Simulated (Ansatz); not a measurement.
**Cs on Ir(111): change of the work function**

Aim: the work function of Ir(111) at several coverages of Cs (fcc site), and the dipole that each adsorbate carries.

Program: Ansatz 0.2.0. Level of theory: plane-wave DFT, PBE, Ansatz PAW. Values are calculated unless marked as measured.

## Step 1: The structure

The cell holds 4 atoms: 4 Ir. Its edges and angles: a = 2.715 Å, b = 2.715 Å, c = 24.651 Å, α = 90.0°, β = 90.0°, γ = 60.0°. Vacuum lies along c.

## Step 2: The clean slab

The bare slab comes first, as the zero from which every change is counted. The two lowest layers are held at bulk places and the upper ones relax. The dipole correction removes the false field that a one-sided slab makes across the periodic vacuum, so each face gets a flat vacuum level of its own.

Contents of input.yaml:

```yaml
crystal:
  lattice:
    - [2.7152900398, 0.0, 0.0]
    - [1.3576450199, 2.3515101531, 0.0]
    - [0.0, 0.0, 24.6510751011]
  atoms:
    - { symbol: Ir, position: [0.0, 0.0, 0.3650956383] }
    - { symbol: Ir, position: [0.3333333333, 0.3333333333, 0.4550318794] }
    - { symbol: Ir, position: [0.6666666667, 0.6666666667, 0.5449681206] }
    - { symbol: Ir, position: [0.0, 0.0, 0.6349043617] }
kpoints:
  mp_grid: { grid: [12, 12, 1] }
hamiltonian:
  xc: pbe
scf:
  occupations: { method: fermi_dirac, width: 0.1 }
  convergence: { dr2_threshold: 1.0e-08 }
efield:
  axis: 3
  dipole_correction: true
  ramp_position: 0.97
  ramp_width: 0.06
relax:
  f_tol: 0.02
  max_steps: 60
  constraints: [{ sites: [0, 1] }]
output:
  write_potential: true
  write_density: true
  volumetric_format: npy
```

Launch:

```sh
ansatz run input.yaml --threads 4 --pin off --max-ram 16384MiB --backend cpu --events-out ev --progress --plain --runs-dir out
```

What it wrote:

```text
Engine: ansatz 0.2.0, aarch64-unknown-linux-gnu
Pseudopotentials: kind: paw
Pseudopotential: Ir, paw, valence charge 17, recommended cutoff 420 eV (normal), Ir.paw.azcp
Functional definition: PBE
  parameter kappa = 0.804
  parameter beta = 0.066725
  exchange = pbe_x(kappa = kappa, mu = beta*pi^2/3)
  correlation = pbe_c(beta = beta)
Crystal: 4 atoms, lattice volume = 157.398 Å³
Basis set: ecut = 420 eV, 3101 PW (Γ), exchange–correlation on 40×40×360 points (8 copies of the dense FFT grid, shifted against one another)
Bands: 41, of which v1, the nominal top of the filled ones, is band 34 counted from 1 (33 counted from 0)
Symmetry: 6 space group operations
k-points: 19 of 144 (time reversal used)
Non-local potential: Ir, projectors of the file, l = 0: 3, l = 1: 2, l = 2: 2, l = 3: 1
PAW form: soft (Blöchl's): semilocal exchange-correlation on the pseudo side does not see the compensation charge
PAW one-centre angular grid: Ir, 590 points (default); XC on 64 Gauss nodes
Initial density: superposition of atomic densities (neutral atoms: chi_scale 0, normalization atom), corrected by the library's trained network
Initial wavefunctions: pseudopotential atomic-orbital guess
Functional: x = pbe(κ = 0.804, μ = 0.219515), c = pbe(β = 0.066725)
SCF iter   1: F=—  HF=-47739.534662 eV  |F-HF|=—  |Δ(HF+E_count)|=         —  Δρ=6.19e-3  dr2=3.30e-1  ethr=1.77e-3  p=0.000 e·Å  D=9.34e-15 V/Å  ΔV_dip=-0.00 eV  dr2_dipole=3.62e-7  V_vac-E_F(+/−)=5.19/5.19 eV  ⟨swp⟩=7.8  Hψ=3557  notcnv=0  defer=2
efield: sawtooth ramp at fractional position 0.9700 (set: `efield.ramp_position`, or a place that a band, a saddle search or an elastic batch's reference lends), width 0.0600; the density the first Hamiltonian is built on has a dipole p = 0.000 e·Å; the dipole correction subtracts the counter field D = 9.34e-15 V/Å, which shifts the + side's vacuum level by -0.00 eV against the − side's; the planar-averaged density in the ramp window peaks in size at 1.1e-5 e/Å³
preconditioner: auto → LDOS  [metal: Δε(μ)=0.097 eV  Ē_g=6.266 eV  σ=0.100 eV  W_gap=0.23  n_scr=18 (ndim 8)  ℏωp=17.8 eV  f_vac=0.579  D(μ)=3.93/eV (n_scr^D=16)  β→1.0]
SCF iter   2: F=—  HF=-47739.532903 eV  |F-HF|=—  |Δ(HF+E_count)|=   1.76e-3  Δρ=2.42e-3  dr2=2.91e-2  ethr=4.85e-4  p=-0.000 e·Å  D=-4.09e-5 V/Å  ΔV_dip=0.00 eV  dr2_dipole=6.08e-7  V_vac-E_F(+/−)=5.47/5.47 eV  ⟨swp⟩=1.8  Hψ=981  notcnv=0  defer=3
SCF iter   3: F=—  HF=-47739.530415 eV  |F-HF|=—  |Δ(HF+E_count)|=   2.49e-3  Δρ=5.42e-4  dr2=4.60e-4  ethr=4.28e-5  p=-0.000 e·Å  D=-3.23e-6 V/Å  ΔV_dip=0.00 eV  dr2_dipole=1.63e-8  V_vac-E_F(+/−)=5.48/5.48 eV  ⟨swp⟩=1.8  Hψ=1050  notcnv=0  defer=3
SCF iter   4: F=—  HF=-47739.530408 eV  |F-HF|=—  |Δ(HF+E_count)|=   6.62e-6  Δρ=1.07e-4  dr2=1.71e-5  ethr=6.77e-7  p=-0.000 e·Å  D=-2.54e-6 V/Å  ΔV_dip=0.00 eV  dr2_dipole=5.97e-10  V_vac-E_F(+/−)=5.49/5.48 eV  ⟨swp⟩=2.5  Hψ=1492  notcnv=0  defer=3
SCF iter   5: F=—  HF=-47739.530409 eV  |F-HF|=—  |Δ(HF+E_count)|=   4.11e-8  Δρ=3.97e-5  dr2=2.38e-6  ethr=2.51e-8  p=-0.000 e·Å  D=-6.64e-7 V/Å  ΔV_dip=0.00 eV  dr2_dipole=1.81e-10  V_vac-E_F(+/−)=5.49/5.49 eV  ⟨swp⟩=3.4  Hψ=1824  notcnv=0  defer=3
SCF iter   6: F=—  HF=-47739.530404 eV  |F-HF|=—  |Δ(HF+E_count)|=   4.32e-6  Δρ=1.67e-5  dr2=6.18e-7  ethr=3.51e-9  p=-0.000 e·Å  D=-9.94e-7 V/Å  ΔV_dip=0.00 eV  dr2_dipole=8.41e-11  V_vac-E_F(+/−)=5.49/5.49 eV  ⟨swp⟩=2.4  Hψ=1311  notcnv=0  defer=3
SCF iter   7: F=—  HF=-47739.530405 eV  |F-HF|=—  |Δ(HF+E_count)|=   3.13e-7  Δρ=3.98e-6  dr2=5.26e-8  ethr=9.08e-10  p=-0.000 e·Å  D=-2.22e-7 V/Å  ΔV_dip=0.00 eV  dr2_dipole=2.79e-12  V_vac-E_F(+/−)=5.49/5.49 eV  ⟨swp⟩=2.8  Hψ=1526  notcnv=0  defer=3
SCF iter   8: F=-47739.530405 eV  HF=-47739.530405 eV  |F-HF|=7.63e-9  |Δ(HF+E_count)|=   1.76e-8  Δρ=1.09e-6  dr2=3.19e-9  ethr=1.47e-11  p=-0.000 e·Å  D=-3.88e-8 V/Å  ΔV_dip=0.00 eV  dr2_dipole=1.15e-14  V_vac-E_F(+/−)=5.49/5.49 eV  ⟨swp⟩=11.1  Hψ=6015  notcnv=0
SCF 1 converged in 8 iterations: F = -47739.530405 eV  dr2 = 3.19e-9
  greatest PAW one-centre occupation: 1.000 electrons in one spin orbital (limit 2), on the Ir atom at site 1 (counted from 0), in its partial waves of l = 0
relax step   1: F+E_penalty+E_count = -47739.53040454 eV  Δ(F+E_penalty+E_count) = +0.000e0 eV  max|allowed force component| = 1.352e-1 eV/Å  Δτ_max = 0.0000 Å  (8 SCF iters, accepted)
Initial density: handed on by an earlier stage of this run
Initial wavefunctions: those handed on with the density
iter 1 solved again at ethr=1.27e-4 eV; its pass at ethr=3.10e-3 eV (dr2=8.61e-2 eV) is discarded
SCF iter   1: F=—  HF=-47739.531032 eV  |F-HF|=—  |Δ(HF+E_count)|=         —  Δρ=2.46e-3  dr2=7.87e-2  ethr=1.27e-4  p=-0.000 e·Å  D=-3.38e-7 V/Å  ΔV_dip=0.00 eV  dr2_dipole=3.17e-2  V_vac-E_F(+/−)=5.48/5.48 eV  ⟨swp⟩=1.9  Hψ=2300  notcnv=0  defer=5
efield: sawtooth ramp at fractional position 0.9700 (set: `efield.ramp_position`, or a place that a band, a saddle search or an elastic batch's reference lends), width 0.0600; the density the first Hamiltonian is built on has a dipole p = -0.000 e·Å; the dipole correction subtracts the counter field D = -3.38e-7 V/Å, which shifts the + side's vacuum level by +0.00 eV against the − side's; the planar-averaged density in the ramp window peaks in size at 2.8e-6 e/Å³
preconditioner: auto → LDOS  [metal: Δε(μ)=0.080 eV  Ē_g=6.312 eV  σ=0.100 eV  W_gap=0.19  n_scr=18 (ndim 8)  ℏωp=17.8 eV  f_vac=0.582  D(μ)=3.84/eV (n_scr^D=16)  β→1.0]
SCF iter   2: F=—  HF=-47739.530295 eV  |F-HF|=—  |Δ(HF+E_count)|=   7.36e-4  Δρ=1.06e-3  dr2=4.86e-3  ethr=1.16e-4  p=0.002 e·Å  D=2.34e-3 V/Å  ΔV_dip=-0.06 eV  dr2_dipole=1.15e-3  V_vac-E_F(+/−)=5.44/5.50 eV  ⟨swp⟩=2.0  Hψ=965  notcnv=0  defer=5
SCF iter   3: F=—  HF=-47739.529492 eV  |F-HF|=—  |Δ(HF+E_count)|=   8.04e-4  Δρ=4.91e-4  dr2=1.58e-3  ethr=7.15e-6  p=0.000 e·Å  D=5.10e-4 V/Å  ΔV_dip=-0.01 eV  dr2_dipole=1.15e-5  V_vac-E_F(+/−)=5.48/5.49 eV  ⟨swp⟩=3.0  Hψ=1497  notcnv=0  defer=5
SCF iter   4: F=—  HF=-47739.529184 eV  |F-HF|=—  |Δ(HF+E_count)|=   3.08e-4  Δρ=7.79e-5  dr2=1.08e-5  ethr=2.32e-6  p=0.001 e·Å  D=9.35e-4 V/Å  ΔV_dip=-0.02 eV  dr2_dipole=1.05e-6  V_vac-E_F(+/−)=5.47/5.49 eV  ⟨swp⟩=2.2  Hψ=1153  notcnv=0  defer=5
SCF iter   5: F=—  HF=-47739.529177 eV  |F-HF|=—  |Δ(HF+E_count)|=   7.14e-6  Δρ=3.71e-5  dr2=3.99e-6  ethr=1.59e-8  p=0.001 e·Å  D=8.37e-4 V/Å  ΔV_dip=-0.02 eV  dr2_dipole=1.40e-8  V_vac-E_F(+/−)=5.47/5.50 eV  ⟨swp⟩=2.9  Hψ=1583  notcnv=0  defer=5
SCF iter   6: F=—  HF=-47739.529168 eV  |F-HF|=—  |Δ(HF+E_count)|=   8.34e-6  Δρ=9.86e-6  dr2=2.12e-7  ethr=5.87e-9  p=0.001 e·Å  D=7.52e-4 V/Å  ΔV_dip=-0.02 eV  dr2_dipole=6.16e-9  V_vac-E_F(+/−)=5.48/5.49 eV  ⟨swp⟩=2.2  Hψ=1200  notcnv=0  defer=5
SCF iter   7: F=—  HF=-47739.529168 eV  |F-HF|=—  |Δ(HF+E_count)|=   2.30e-7  Δρ=4.00e-6  dr2=3.19e-8  ethr=3.11e-10  p=0.001 e·Å  D=7.21e-4 V/Å  ΔV_dip=-0.02 eV  dr2_dipole=6.66e-9  V_vac-E_F(+/−)=5.48/5.49 eV  ⟨swp⟩=3.1  Hψ=1431  notcnv=0  defer=5
SCF iter   8: F=-47739.529169 eV  HF=-47739.529169 eV  |F-HF|=8.45e-9  |Δ(HF+E_count)|=   8.39e-8  Δρ=1.08e-6  dr2=2.71e-9  ethr=1.47e-11  p=0.001 e·Å  D=7.05e-4 V/Å  ΔV_dip=-0.02 eV  dr2_dipole=3.01e-10  V_vac-E_F(+/−)=5.48/5.49 eV  ⟨swp⟩=11.2  Hψ=5954  notcnv=0
SCF 2 converged in 8 iterations: F = -47739.529169 eV  dr2 = 2.71e-9
  greatest PAW one-centre occupation: 1.000 electrons in one spin orbital (limit 2), on the Ir atom at site 2 (counted from 0), in its partial waves of l = 0
relax step   2: F+E_penalty+E_count = -47739.52916854 eV  Δ(F+E_penalty+E_count) = +1.236e-3 eV  max|allowed force component| = 2.063e-1 eV/Å  Δτ_max = 0.0402 Å  (8 SCF iters, rejected (line search))
SCF iter   1: F=—  HF=-47739.532187 eV  |F-HF|=—  |Δ(HF+E_count)|=         —  Δρ=1.53e-3  dr2=2.86e-2  ethr=4.36e-4  p=0.001 e·Å  D=7.05e-4 V/Å  ΔV_dip=-0.02 eV  dr2_dipole=1.13e-2  V_vac-E_F(+/−)=5.48/5.50 eV  ⟨swp⟩=2.7  Hψ=1390  notcnv=0  defer=5
efield: sawtooth ramp at fractional position 0.9700 (set: `efield.ramp_position`, or a place that a band, a saddle search or an elastic batch's reference lends), width 0.0600; the density the first Hamiltonian is built on has a dipole p = 0.001 e·Å; the dipole correction subtracts the counter field D = 7.05e-4 V/Å, which shifts the + side's vacuum level by -0.02 eV against the − side's; the planar-averaged density in the ramp window peaks in size at 2.3e-6 e/Å³
preconditioner: auto → LDOS  [metal: Δε(μ)=0.082 eV  Ē_g=6.284 eV  σ=0.100 eV  W_gap=0.20  n_scr=18 (ndim 8)  ℏωp=17.8 eV  f_vac=0.581  D(μ)=3.88/eV (n_scr^D=16)  β→1.0]
SCF iter   2: F=—  HF=-47739.531721 eV  |F-HF|=—  |Δ(HF+E_count)|=   4.67e-4  Δρ=6.52e-4  dr2=1.43e-3  ethr=4.20e-5  p=-0.000 e·Å  D=-4.32e-4 V/Å  ΔV_dip=0.01 eV  dr2_dipole=2.25e-4  V_vac-E_F(+/−)=5.50/5.49 eV  ⟨swp⟩=2.1  Hψ=1154  notcnv=0  defer=5
SCF iter   3: F=—  HF=-47739.531476 eV  |F-HF|=—  |Δ(HF+E_count)|=   2.44e-4  Δρ=3.15e-4  dr2=6.21e-4  ethr=2.10e-6  p=0.000 e·Å  D=4.60e-4 V/Å  ΔV_dip=-0.01 eV  dr2_dipole=3.40e-6  V_vac-E_F(+/−)=5.48/5.49 eV  ⟨swp⟩=2.9  Hψ=1511  notcnv=0  defer=5
SCF iter   4: F=—  HF=-47739.531352 eV  |F-HF|=—  |Δ(HF+E_count)|=   1.24e-4  Δρ=4.39e-5  dr2=3.31e-6  ethr=9.13e-7  p=0.000 e·Å  D=1.92e-4 V/Å  ΔV_dip=-0.00 eV  dr2_dipole=7.79e-8  V_vac-E_F(+/−)=5.49/5.49 eV  ⟨swp⟩=2.1  Hψ=1153  notcnv=0  defer=5
SCF iter   5: F=—  HF=-47739.531341 eV  |F-HF|=—  |Δ(HF+E_count)|=   1.07e-5  Δρ=2.02e-5  dr2=1.03e-6  ethr=4.87e-9  p=0.000 e·Å  D=2.40e-4 V/Å  ΔV_dip=-0.01 eV  dr2_dipole=6.27e-9  V_vac-E_F(+/−)=5.49/5.49 eV  ⟨swp⟩=3.1  Hψ=1636  notcnv=0  defer=5
SCF iter   6: F=—  HF=-47739.531341 eV  |F-HF|=—  |Δ(HF+E_count)|=   3.79e-7  Δρ=8.03e-6  dr2=1.31e-7  ethr=1.52e-9  p=0.000 e·Å  D=2.78e-4 V/Å  ΔV_dip=-0.01 eV  dr2_dipole=2.79e-9  V_vac-E_F(+/−)=5.49/5.49 eV  ⟨swp⟩=2.2  Hψ=1171  notcnv=0  defer=5
SCF iter   7: F=—  HF=-47739.531342 eV  |F-HF|=—  |Δ(HF+E_count)|=   1.54e-7  Δρ=2.33e-6  dr2=1.11e-8  ethr=1.93e-10  p=0.000 e·Å  D=2.91e-4 V/Å  ΔV_dip=-0.01 eV  dr2_dipole=3.45e-9  V_vac-E_F(+/−)=5.49/5.49 eV  ⟨swp⟩=2.3  Hψ=1199  notcnv=0  defer=5
SCF iter   8: F=-47739.531342 eV  HF=-47739.531342 eV  |F-HF|=4.76e-9  |Δ(HF+E_count)|=   3.00e-8  Δρ=5.88e-7  dr2=7.07e-10  ethr=1.47e-11  p=0.000 e·Å  D=2.99e-4 V/Å  ΔV_dip=-0.01 eV  dr2_dipole=3.66e-11  V_vac-E_F(+/−)=5.49/5.49 eV  ⟨swp⟩=10.5  Hψ=5643  notcnv=0
SCF 3 converged in 8 iterations: F = -47739.531342 eV  dr2 = 7.07e-10
relax step   3: F+E_penalty+E_count = -47739.53134163 eV  Δ(F+E_penalty+E_count) = -9.371e-4 eV  max|allowed force component| = 2.789e-3 eV/Å  Δτ_max = 0.0158 Å  (8 SCF iters, accepted)
NSCF: frozen V_eff on 19 k-points
the band table was solved once a step of the walk had ended and its energy, with any forces and stress, was formed, with the checks that follow a solve (3881 applications of the Hamiltonian). They found nothing against the state; the energy, forces and stress were not computed again (output.eigenvalues in the input reference)
WARN: The output density's exchange-correlation potential varies sharply where the density is thin. Do not read a vacuum level from v_tot or v_xc, or from such a field of the output density. On a cell that repeats whose density bears no net charge and no dipole along the vacuum's axis use v_es (v_loc + v_h of the components); under efield.dipole_correction with no amplitude use v_es + v_field, which holds any externa [...]
SCF converged after 8 iterations
Free energy (F): -47739.531342 eV
Harris-Foulkes:  -47739.531342 eV  (|F-HF|=4.76e-9)
Internal energy: -47739.398849 eV  (E = F + TS)
E sigma→0 (E₀):  -47739.465095 eV
Entropy (-TS):   -0.132493 eV (-33.123 meV/atom)
Fermi energy:    5.735751 eV
Dipole field:    D = 0.000308 V/Å  (p = 0.000268 e·Å, saw-weighted, corrected)
Work function:   Φ+ = 5.4864 eV   Φ− = 5.4940 eV
Levels:          The Fermi level and band energies are counted from a zero that moves with the ramp; work functions are not
--- Per-component energies (eV) ---
  E_band       = -1671.576538
  E_kinetic    = 2486.113090
  E_local      = -117421.112916  (includes V_loc(G=0)·N_el)
  E_nonlocal   = 291.629511
  E_hartree    = 57547.560114
  E_xc         = -1068.589999
  E_vxc        = -1195.849487  (∫ρ·V_xc dr)
  E_paw        = -36893.549534  (= ΣΔE_a)
  E_vpaw       = -927.471881  (= ΣTr[D̂ρ^β])
  E_aug_tail   = 0.000219  (compensation charges beyond the density's cutoff)
  E_efield     = 0.000000  (sawtooth field / dipole correction)
  E_vefield    = 0.000096  (∫n·V_field dr)
  E_ewald      = 47318.550667
  E_smearing   = -0.132493  (= −TS)
  E_closure    = -0.000000  (closes the sum)
  Σ components = -47739.531342   (vs F -47739.531342, Δ=0.00e0)
--- Forces (eV/Å), atoms counted from 1 ---
  atom   1  Ir     0.00000000    -0.00000000     0.12831674
  atom   2  Ir    -0.00000000    -0.00000000    -0.13090793
  atom   3  Ir     0.00000000     0.00000000    -0.00020093
  atom   4  Ir    -0.00000000     0.00000000     0.00278891
  max |Σ_I F_I| component: 3.21e-6 eV/Å
--- Band table (eV; the first three rows and the last of 19) ---
  k-point 0: bands = [... 30 lower, 2.8245, 4.5654, 4.5654, 4.9154, 4.9154, 5.0203, 5.8533, 5.8533, ... 3 higher]
  k-point 1: bands = [... 30 lower, 3.0292, 4.3234, 4.3914, 4.3950, 4.8764, 4.9658, 5.3069, 5.8533, ... 3 higher]
  k-point 2: bands = [... 30 lower, 3.6025, 3.6292, 3.8672, 4.2957, 4.5009, 4.9807, 5.8191, 5.8473, ... 3 higher]
  k-point 18: bands = [... 30 lower, 4.4076, 4.4245, 5.5716, 6.0441, 6.1830, 6.1849, 11.3203, 11.4245, ... 3 higher]
--- Relaxed structure (3 steps of the walk, 2 accepted, 0 SCFs on fresh bases) ---
  F+E_penalty+E_count = -47739.53134163 eV   max|allowed force component| = 2.789e-3 eV/Å
  atoms:
    - { symbol: Ir, position: [0.0, 0.0, 0.365096] }
    - { symbol: Ir, position: [0.333333, 0.333333, 0.4550318794] }
    - { symbol: Ir, position: [0.666667, 0.666667, 0.544863] }
    - { symbol: Ir, position: [-7.456013e-19, 0, 0.634264] }
```

It took 9.9 s on 4 threads of Arm Neoverse V1, shared host; peak memory 0.46 GiB; 37 s of CPU time.

The steps of the relaxation:

| step | energy less that of the first step (eV) | largest force component (eV/Å) |
| --- | --- | --- |
| 1 | 0.0000 | 0.1352 |
| 2 | 0.0012 | 0.2063 |
| 3 | -0.0009 | 0.0028 |

Relaxation step 2 was tried and not accepted.

Forces are held to the 6 operations that the program found; a distortion that breaks them can't arise in this run.

The atoms that moved most (Å):

| atom | dx | dy | dz | length |
| --- | --- | --- | --- | --- |
| Ir4 | 0.000 | 0.000 | -0.016 | 0.016 |

The relaxed structure:

```xyz
4
Lattice="2.7153 0.0000 0.0000 1.3576 2.3515 0.0000 0.0000 0.0000 24.6511" Properties=species:S:1:pos:R:3
Ir    0.0000    0.0000    9.0000
Ir    1.3576    0.7838   11.2170
Ir    2.7153    1.5677   13.4315
Ir    0.0000    0.0000   15.6353
```

Read from the output:

```
energy at zero smearing   : -47739.4651 eV
work function, upper face : 5.486 eV
dipole along the normal   : 2.68e-4 e·Å
```

Running mean over 2.217 Å of the planar mean; the ramp of the sawtooth is left out. Table of electron's electrostatic potential energy less the Fermi level by z:

z (Å), electron's electrostatic potential energy less the Fermi level (eV) and a bar from the least value:
```
      3.5        5.5 ##############################
      4.0        5.5 ##############################
      4.5        5.5 ##############################
      5.0        5.5 ##############################
      5.5        5.5 ##############################
      6.0        5.4 ##############################
      6.5        5.2 ##############################
      7.0        4.3 ############################
      7.5        0.8 #######################
      8.0       -5.5 #############
      8.5      -10.8 ####
      9.0      -12.7 #
      9.5      -13.1 #
     10.0      -13.3 
     10.5      -13.4 
     11.0      -13.5 
     11.5      -13.6 
     12.0      -13.6 
     12.5      -13.6 
     13.0      -13.6 
     13.5      -13.6 
     14.0      -13.6 
     14.5      -13.5 
     15.0      -13.3 
     15.5      -12.9 #
     16.0      -11.7 ###
     16.5       -7.2 ##########
     17.0       -0.8 ####################
     17.5        3.7 ###########################
     18.0        5.0 #############################
     18.5        5.4 ##############################
     19.0        5.5 ##############################
     19.5        5.5 ##############################
     20.0        5.5 ##############################
     20.5        5.5 ##############################
     21.0        5.5 ##############################
     21.5        5.5 ##############################
```

The relaxation took 3 steps and lowered the energy by 9.4e-4 eV; the largest force on the free atoms ends at 0.0028 eV/Å.

The work function of the upper face is 5.49 eV.

[end of part 1 of 3]

[Long decimals in the printed logs are rounded to 6 places.]

[Logs are printed without paths, hosts, clocks, repeated set-up lines and the standing remarks that a program may print on its own settings, such as how far it seeks lower states.]

[Hosts, paths, dates, database ids (printed as entryN), source tags and the programs' standing remarks are cut or masked in the printed files.]

[Maps of the electrostatic potential energy from Ansatz leave out the sawtooth potential of an applied field or a dipole correction, so their vacuum need not be flat; planar profiles and work functions include it.]
